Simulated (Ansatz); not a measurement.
# Tl2Te (model cell, started as cuprite): phonons and vibrational spectra

How does Tl2Te (model cell, started as cuprite) vibrate, and is this structure a minimum?

Calculated with Ansatz 0.2.0; DFT PBEsol, scalar-relativistic, plane waves, PAW.

Most raw output is cut from this account.

The structure was built from a prototype and need not be the compound's stable phase.

In doubt: the program warns that the response may not be converged on this k-mesh (step 6), which bears on dielectric and field responses.

## Step 1: Set-up

The structure is cubic, space group Pn-3m (No. 224). Conventional cell: a = 7.540 Å, b = 7.540 Å, c = 7.540 Å, α = 90.00°, β = 90.00°, γ = 90.00°. Nearest to Te lie 4 Tl at 3.26 Å. Nearest to Tl lie 2 Te at 3.26 Å. Farther neighbours and most contacts between anions are not listed.

## Step 2: Bringing the structure to rest, smearing width 0.02 eV

The cell and atoms are relaxed, since residual forces and stress would shift the frequencies.

Input file input.yaml:

```yaml
crystal:
  lattice:
    - [7.53973, 0.0, 0.0]
    - [0.0, 7.53973, 0.0]
    - [0.0, 0.0, 7.53973]
  atoms:
    - { symbol: Te, position: [0.0, 0.0, 0.0] }
    - { symbol: Te, position: [0.5, 0.5, 0.5] }
    - { symbol: Tl, position: [0.25, 0.25, 0.25] }
    - { symbol: Tl, position: [0.75, 0.75, 0.25] }
    - { symbol: Tl, position: [0.75, 0.25, 0.75] }
    - { symbol: Tl, position: [0.25, 0.75, 0.75] }
kpoints:
  mp_grid: { grid: [4, 4, 4] }
hamiltonian:
  xc: pbesol
scf:
  occupations: { method: gaussian, width: 0.02 }
output:
  forces: true
  stress: true
  eigenvalues: true
  write_density: true
  write_potential: true
  elf: true
  volumetric_format: npy
relax:
  adjacent_minimum: "off"
  f_tol: 0.005
  max_steps: 80
  cell: { stress_tol: 0.05 }
```

Command:

```
$ ansatz run input.yaml --threads 8 --pin off --max-ram 14336MiB --backend cpu --events-out ev --progress --plain --runs-dir out
```

Wall time 9.1 s (8 threads of Arm Neoverse V2, shared host); peak memory 1.3 GiB.

Step by step:

```
step  energy less that of the first step (eV)  largest force component (eV/Å)  pressure (GPa)  volume (Å³)
   1                                   0.0000                          0.0000           -0.72       428.62
   2                                  -0.0597                          0.0000           -0.48       413.16
   3                                  -0.0997                          0.0000            0.09       385.20
   4                                  -0.1002                          0.0000           -0.01       389.18
  5*                                  -0.0970                          0.0000           -0.01       389.18
```

Relaxation steps marked * repeat the geometry before them on a plane-wave basis chosen anew for their cell, so energy and pressure can jump there.

Forces are held to the 48 operations that the run works with; a distortion that breaks them can't arise in this run.

```
conventional cell, symmetrised  before  after  change
                         a (Å)   7.540  7.301  -3.2 %
                         b (Å)   7.540  7.301  -3.2 %
                         c (Å)   7.540  7.301  -3.2 %
              volume (Å³/atom)   71.44  64.86  -9.2 %
```

The relaxed structure:

```cif
data_structure
_symmetry_space_group_name_H-M 'P 1'
_symmetry_Int_Tables_number 1
_cell_length_a 7.3010
_cell_length_b 7.3010
_cell_length_c 7.3010
_cell_angle_alpha 90.000
_cell_angle_beta 90.000
_cell_angle_gamma 90.000
_cell_volume 389.18
loop_
_atom_site_label
_atom_site_type_symbol
_atom_site_fract_x
_atom_site_fract_y
_atom_site_fract_z
_atom_site_occupancy
Te1 Te 0.00000 0.00000 0.00000 1
Te2 Te 0.50000 0.50000 0.50000 1
Tl3 Tl 0.25000 0.25000 0.25000 1
Tl4 Tl 0.75000 0.75000 0.25000 1
Tl5 Tl 0.75000 0.25000 0.75000 1
Tl6 Tl 0.25000 0.75000 0.75000 1
```

Numbers from this step:

| Property | Result |
| --- | --- |
| pressure | -0.01134 GPa |
| volume per atom | 64.86 Å³ |
| gap on the k-mesh | 0.09704 eV |
| direct gap on mesh | 0.2030 eV |

Valence density in the ac plane at fractional y = 0.250, with atoms of Tl within 0.2 Å of it. It is the smooth field of the valence electrons, not physical close to the nuclei.

Values in e/Å³, 11 rows by 16 columns, each cell a mean:
```
0.1 0.0 0.0 0.0 0.0 0.0 0.0 0.0 0.0 0.0 0.1 0.2 0.2 0.1 0.1 0.1
0.0 0.0 0.0 0.0 0.0 0.0 0.0 0.0 0.0 0.1 0.6 1.7 2.1 1.0 0.3 0.1
0.0 0.0 0.0 0.0 0.0 0.0 0.0 0.0 0.1 0.3 1.6 5.2 6.8 2.8 0.6 0.1
0.0 0.0 0.0 0.0 0.0 0.0 0.0 0.0 0.1 0.2 0.8 2.4 3.0 1.4 0.3 0.1
0.0 0.0 0.0 0.0 0.0 0.0 0.0 0.1 0.1 0.1 0.2 0.3 0.3 0.2 0.1 0.0
0.0 0.0 0.0 0.0 0.1 0.1 0.1 0.1 0.1 0.1 0.0 0.0 0.0 0.0 0.0 0.0
0.0 0.1 0.2 0.6 0.7 0.4 0.1 0.1 0.1 0.0 0.0 0.0 0.0 0.0 0.0 0.0
0.0 0.2 1.1 3.7 4.6 2.1 0.5 0.1 0.0 0.0 0.0 0.0 0.0 0.0 0.0 0.0
0.1 0.3 1.4 4.6 5.7 2.6 0.5 0.1 0.0 0.0 0.0 0.0 0.0 0.0 0.0 0.0
0.1 0.1 0.4 0.9 1.1 0.6 0.2 0.0 0.0 0.0 0.0 0.0 0.0 0.0 0.0 0.0
0.1 0.1 0.1 0.1 0.1 0.1 0.0 0.0 0.0 0.0 0.0 0.0 0.0 0.0 0.0 0.1
```
Columns run along a (7.3 Å), rows up along c (7.3 Å). Atoms in or near the plane, at fractional coordinates: Tl at (0.25, 0.25), Tl at (0.75, 0.75).

Electrostatic potential energy in the ac plane at fractional y = 0.250, with atoms of Tl within 0.2 Å of it. With pseudopotentials it is smooth inside the atoms' cores, unlike the true potential.

Ten even steps from '0' (-43 eV) to '9' (7 eV), each cell a mean:
```
99999999999999999999
99999999999998878999
99999999999986334799
99999999999972000489
99999999999860000379
99999999999961000389
99999999999984102689
99999999999998667899
99999999999999989999
99999999999999999999
99999999999999999999
99988789999999999999
99863357999999999999
99720005899999999999
98600003799999999999
99610003899999999999
99841026899999999999
99986678999999999999
99999899999999999999
99999999999999999999
```
Columns run along a (7.3 Å; values clipped at the 3rd and 97th percentile), rows up along c (7.3 Å). Atoms in or near the plane, at fractional coordinates: Tl at (0.25, 0.25), Tl at (0.75, 0.75).

ELF in the ac plane at fractional y = 0.250, with atoms of Tl within 0.2 Å of it. It is the smooth field of the valence electrons, not physical close to the nuclei.

Values, 11 rows by 16 columns, each cell a mean:
```
0.42 0.42 0.26 0.12 0.06 0.04 0.01 0.01 0.05 0.18 0.29 0.32 0.30 0.23 0.19 0.28
0.19 0.27 0.24 0.11 0.03 0.01 0.01 0.04 0.17 0.34 0.40 0.36 0.32 0.38 0.31 0.19
0.11 0.08 0.07 0.03 0.02 0.03 0.06 0.08 0.20 0.35 0.38 0.08 0.02 0.26 0.39 0.27
0.09 0.02 0.01 0.02 0.05 0.16 0.23 0.18 0.16 0.27 0.39 0.30 0.25 0.39 0.38 0.28
0.02 0.01 0.02 0.04 0.09 0.21 0.37 0.41 0.30 0.20 0.24 0.32 0.35 0.34 0.28 0.14
0.01 0.07 0.16 0.19 0.18 0.16 0.23 0.40 0.47 0.36 0.20 0.13 0.12 0.11 0.06 0.01
0.12 0.28 0.36 0.39 0.38 0.33 0.23 0.20 0.30 0.38 0.29 0.13 0.05 0.02 0.01 0.02
0.20 0.36 0.40 0.19 0.14 0.33 0.37 0.22 0.13 0.16 0.15 0.06 0.02 0.01 0.02 0.05
0.17 0.33 0.39 0.13 0.07 0.29 0.40 0.28 0.11 0.04 0.02 0.01 0.03 0.08 0.12 0.11
0.20 0.22 0.32 0.38 0.39 0.39 0.35 0.22 0.06 0.01 0.01 0.02 0.08 0.22 0.34 0.30
0.42 0.26 0.18 0.21 0.24 0.24 0.16 0.05 0.01 0.02 0.05 0.08 0.10 0.17 0.32 0.46
```
Columns run along a (7.3 Å), rows up along c (7.3 Å). Atoms in or near the plane, at fractional coordinates: Tl at (0.25, 0.25), Tl at (0.75, 0.75).

In this step the volume went from 71.44 to 64.86 Å³/atom.

## Step 3: Relaxation, smearing width 0.01 eV

The relaxation is repeated from its end, on the mesh and smearing that suit the cell and gap now reached.

input.yaml, the sections that differ from step 2:

```yaml
crystal:
  lattice:
    - [7.3009906971, 0.0, 0.0]
    - [0.0, 7.3009906971, 0.0]
    - [0.0, 0.0, 7.3009906971]
  atoms:
    - { symbol: Te, position: [0.0, 0.0, 0.0] }
    - { symbol: Te, position: [0.5, 0.5, 0.5] }
    - { symbol: Tl, position: [0.25, 0.25, 0.25] }
    - { symbol: Tl, position: [0.75, 0.75, 0.25] }
    - { symbol: Tl, position: [0.75, 0.25, 0.75] }
    - { symbol: Tl, position: [0.25, 0.75, 0.75] }
scf:
  occupations: { method: gaussian, width: 0.01 }
output:
  forces: true
  stress: true
  eigenvalues: true
# kpoints, hamiltonian, relax: as in step 2
```

The job ended after 3.2 s (8 threads; peak memory 1.2 GiB; 22 s of CPU time).

Little changed from the start: no atom moved by 0.005 Å and no cell edge by 0.1 %.

Numbers from this step:

```yaml
pressure: -0.01132 GPa
gap_on_the_k_mesh: 0.09703 eV
```

In this step the volume went from 64.86 to 64.86 Å³/atom.

## Step 4: Tight relaxation

Phonons need a cell at rest on their own settings, so the relaxation is repeated with tight tolerances on forces and stress, using the mesh and the filling of the phonon run that follows.

Changes to input.yaml since step 3:

```diff
@@ -24,4 +24,4 @@
   adjacent_minimum: "off"
-  f_tol: 0.005
-  max_steps: 80
-  cell: { stress_tol: 0.05 }
+  f_tol: 0.001
+  max_steps: 60
+  cell: { stress_tol: 0.01 }
```

Elapsed: 4.5 s, on 8 threads; peak memory 1.2 GiB.

Little changed from the start: no atom moved by 0.005 Å and no cell edge by 0.1 %.

This step gave:

* pressure: -0.006461 GPa
* gap on the k-mesh: 0.09567 eV
* volume per atom: 64.83 Å³
* direct gap on mesh: 0.2017 eV

The forces vanish by symmetry and the pressure is -0.006 GPa, within the tolerances set. The cell now holds 64.83 Å³/atom.

## Step 5: Zone-centre response

The zone centre comes first: it holds the modes that light can see, as far as symmetry allows. No field response is asked.

Changes to input.yaml since step 4:

```diff
@@ -2,5 +2,5 @@
   lattice:
-    - [7.3009906971, 0.0, 0.0]
-    - [0.0, 7.3009906971, 0.0]
-    - [0.0, 0.0, 7.3009906971]
+    - [7.2996465413, 0.0, 0.0]
+    - [0.0, 7.2996465413, 0.0]
+    - [0.0, 0.0, 7.2996465413]
   atoms:
@@ -19,9 +19,4 @@
 output:
-  forces: true
-  stress: true
   eigenvalues: true
-relax:
-  adjacent_minimum: "off"
-  f_tol: 0.001
-  max_steps: 60
-  cell: { stress_tol: 0.01 }
+phonons:
+  method: dfpt
```

Run time: 18 s. Hardware: 8 threads; peak memory 2.3 GiB.

Numbers from this step:

```yaml
sum_rule_residual_before_enforcement: 8.08e-5 eV/Å²
point_group: m-3m
highest_optical_mode_at_the_zone_centre_no_lo_to_term: 75.76 cm⁻¹
lowest_optical_zone_centre_mode: -54.61 cm⁻¹
```

Without the LO-TO term. Patterns of degenerate modes are one choice out of their space. The modes at Γ (shares of kinetic energy by element, %) (negative means imaginary):

```
mode  frequency (cm⁻¹)  symmetry  Te %  Tl %
   1             -54.6       T1u    72    28
   2             -54.6       T1u    72    28
   3             -54.6       T1u    72    28
   4             -31.4       T2u     0   100
   5             -31.4       T2u     0   100
   6             -31.4       T2u     0   100
   7             -16.8        Eu     0   100
   8             -16.8        Eu     0   100
   9               0.0  acoustic    24    76
  10               0.0  acoustic    24    76
  11               0.0  acoustic    24    76
  12              27.8       T1u     4    96
  13              27.8       T1u     4    96
  14              27.8       T1u     4    96
  15              71.8       T2g   100     0
  16              71.8       T2g   100     0
  17              71.8       T2g   100     0
  18              75.8       A2u     0   100
```

Displacements in mode 3 (-54.6 cm⁻¹), the largest set to 1:
```
Te1 -0.03  1.00 -0.40
Te2 -0.03  1.00 -0.40
Tl3  0.08 -0.36  0.23
Tl4  0.17 -0.27  0.02
Tl5 -0.15 -0.26  0.01
Tl6 -0.06 -0.35  0.24
```

Displacements in mode 14 (27.8 cm⁻¹), the largest set to 1:
```
Te1  0.53  0.00 -0.02
Te2  0.53  0.00 -0.02
Tl3 -0.13 -0.94 -0.96
Tl4 -0.19 -1.00  0.97
Tl5 -0.14  0.94 -0.97
Tl6 -0.20  1.00  0.98
```

Before it was imposed, the acoustic sum rule was missed by 8.1e-5 eV/Å². Small misses are needed for a sound result but don't prove that mesh and cutoff are converged. The lowest optical mode is imaginary, 54.6i cm⁻¹, so the energy falls along it.

## Step 6: Phonons on a q mesh

Stability and thermal properties need the whole zone. Linear response on a 2×2×2 q mesh gives force constants as far as a supercell of that size would.

Changes to input.yaml since step 5:

```diff
@@ -22 +22,8 @@
   method: dfpt
+  qmesh: [2, 2, 2]
+  temperatures: { t_max: 1000, t_step: 50 }
+  qpath:
+    path:
+      - [[0.0, 0.0, 0.0], [0.0, 0.5, 0.0], [0.5, 0.5, 0.0], [0.0, 0.0, 0.0], [0.5, 0.5, 0.5], [0.0, 0.5, 0.0]]
+      - [[0.5, 0.5, 0.5], [0.5, 0.5, 0.0]]
+    npoints: 10
```

The job ended after 2.5 min (8 threads; peak memory 3.5 GiB; 19 min of CPU time).

This step gave:

```yaml
sum_rule_residual_before_enforcement: 5.57e-5 eV/Å²
lowest_frequency_on_the_path: -55.34 cm⁻¹
highest_frequency_on_the_path_or_at_a_solved_wavevector: 94.3 cm⁻¹
lowest_mode_on_the_q_mesh_acoustic_modes_at_gamma_apart: -55.34 cm⁻¹
```

Frequencies (cm⁻¹) solved at each irreducible wavevector; negative means imaginary. Frequencies by wavevector, by row:

```
q in reciprocal lattice units  star  mode 1  mode 2  mode 3  mode 4  mode 16  mode 17  mode 18
                        0 0 0     1   -54.6   -54.6   -54.6   -31.4     71.8     71.8     75.8
                     0 0 -0.5     3   -33.6   -33.6   -28.7   -28.7       69       86       86
                  0 -0.5 -0.5     3   -30.4   -30.4   -24.3   -24.3     73.5     82.1     82.1
               -0.5 -0.5 -0.5     1   -55.3   -55.3   -55.3   -34.7     78.8     78.8     78.8
```

Interpolated from a 2×2×2 q mesh, with the LO-TO term (at Γ the limit along the path; where Γ stands inside the path, tables give the limit on arrival). Phonon branches along the path, in cm⁻¹:

```
    point  branch 1  branch 2  branch 3  branch 4  branch 15  branch 16  branch 17  branch 18
        Γ       -55       -55       -31       -31         72         72         76         84
  halfway       -44       -44       -31       -31         71         71         82         85
        X       -34       -34       -29       -29         69         69         86         86
  halfway       -30       -30       -29       -29         73         73         84         84
        M       -30       -30       -24       -24         74         74         82         82
  halfway       -39       -37       -30       -29         72         74         80         87
        Γ       -55       -55       -31       -31         72         72         76         84
  halfway       -40       -40       -31       -26         66         75         75         94
        R       -55       -55       -55       -35         79         79         79         79
  halfway       -40       -34       -33       -30         57         76         79         92
        X       -34       -34       -29       -29         69         69         86         86
jump to R       -55       -55       -55       -35         79         79         79         79
  halfway       -44       -44       -40       -31         58         77         77         92
        M       -30       -30       -24       -24         74         74         82         82
```

Tetrahedra on a 10×10×10 mesh, mean over bins of 2 cm-1. Interpolated from a 2×2×2 q mesh. Phonon density of states against wavenumber; read off at these points:

wavenumber (cm⁻¹), phonon density of states (1/cm⁻¹/cell) and a bar:
```
    -55.0      0.001 
    -51.0      0.023 #
    -47.0      0.042 ##
    -43.0      0.067 ###
    -39.0      0.140 #######
    -35.0      0.177 ########
    -31.0      0.488 #######################
    -29.0      0.626 ##############################
    -27.0      0.326 ################
    -23.0      0.232 ###########
    -21.0      0.451 ######################
    -19.0      0.339 ################
    -15.0      0.000 
    -11.0      0.043 ##
     -7.0      0.049 ##
     -3.0      0.045 ##
      1.0      0.046 ##
      5.0      0.120 ######
      9.0      0.188 #########
     13.0      0.023 #
     17.0      0.022 #
     23.0      0.062 ###
     27.0      0.056 ###
     31.0      0.392 ###################
     35.0      0.176 ########
     39.0      0.018 #
     43.0      0.054 ###
     47.0      0.094 ####
     51.0      0.042 ##
     55.0      0.022 #
     59.0      0.056 ###
     63.0      0.036 ##
     67.0      0.039 ##
     71.0      0.260 ############
     75.0      0.195 #########
     79.0      0.160 ########
     83.0      0.062 ###
     87.0      0.139 #######
     91.0      0.098 #####
     95.0      0.000
```

Phonopy on the run's constants, 9x9x9 mesh, Gaussian sigma 2.0 cm-1. Interpolated from a 2×2×2 q mesh. Table of partial phonon density of states by wavenumber; read off at these points; values in 1/cm⁻¹/cell:

```
wavenumber (cm⁻¹)       Te       Tl
            -60.0   5.7e-5   2.1e-5
            -55.0  0.00536  0.00221
            -50.0   0.0200  0.00998
            -45.0   0.0330   0.0234
            -40.0   0.0523   0.0604
            -38.8   0.0548   0.0731
            -35.0   0.0463    0.148
            -30.0   0.0237    0.463
            -29.1   0.0202    0.470
            -25.0   0.0101    0.298
            -20.0  0.00961    0.324
            -15.0  0.00263   0.0821
            -10.0   0.0220   0.0381
             -5.0   0.0192   0.0312
              0.0  0.00476  0.00967
              5.0   0.0444   0.0722
              8.6   0.0700    0.100
             10.0   0.0660   0.0907
             15.0   0.0134   0.0180
             20.0   0.0171   0.0185
             25.0   0.0307   0.0422
             30.0   0.0536    0.212
             31.2   0.0653    0.236
             33.3   0.0744    0.198
             35.0   0.0624    0.129
             40.0   0.0158   0.0188
             45.0   0.0380   0.0323
             46.2   0.0396   0.0325
             50.0   0.0325   0.0237
             55.0   0.0222   0.0243
             60.0   0.0171   0.0197
             65.0   0.0161   0.0152
             70.0    0.127   0.0375
             74.2    0.202   0.0145
             75.0    0.199   0.0149
             80.0   0.0931   0.0376
             85.0   0.0461   0.0433
             90.0   0.0485   0.0572
             95.0   0.0145   0.0181
            100.0   6.9e-5   8.5e-5
            105.0        0        0
```

Symmetry leaves 4 wavevectors to solve. The lowest mode among them, the acoustic zeros apart, lies at q = (-0.5, -0.5, -0.5) and is imaginary, 55.3i cm⁻¹, so the energy falls along it.

## Step 7: Summary of results

```json
{
  "space group after relaxation (within 0.01 Å)": "Pn-3m",
  "volume per atom": "64.8 Å³",
  "gap on the k-mesh": "0.0957 eV",
  "highest optical mode at the zone centre (no LO-TO term)": "75.8 cm⁻¹",
  "lowest optical zone-centre mode": "-54.6 cm⁻¹",
  "lowest mode on the q mesh (acoustic modes at Γ apart)": "-55.3 cm⁻¹",
  "highest frequency on the path or at a solved wavevector": "94.3 cm⁻¹",
  "imaginary modes on the 2×2×2 q mesh": "yes"
}
```

In words: Modes are clearly imaginary (beyond 10i cm⁻¹) at 4 of the 4 irreducible wavevectors, most at q = (-0.5, -0.5, -0.5) (55.3i cm⁻¹), so this structure is not a minimum of the energy. Without the field, the optical modes at Γ span -55 to 76 cm⁻¹ (negative means imaginary). The highest mode in this list at Γ, 75.8 cm⁻¹, is mostly motion of Tl (100 % of the kinetic energy). The program warns that the interpolation holds no quadrupole term, so branches close to Γ can be off in this crystal. In at least one run the field response is not settled by the k meshes in reach, so its dielectric tensor, Born charges and longitudinal modes are rough. Spin-orbit coupling is left out, which can matter for the heavy elements here. The starting cell was built on a prototype and not taken from a measurement, so the phase need not exist. These are harmonic frequencies at zero temperature: anharmonic shifts, linewidths and thermal expansion are left out.

[Logs are printed without paths, hosts, clocks, repeated set-up lines and the standing remarks that a program may print on its own settings, such as how far it seeks lower states.]

[Hosts, paths, dates, database ids (printed as entryN), source tags and the programs' standing remarks are cut or masked in the printed files.]
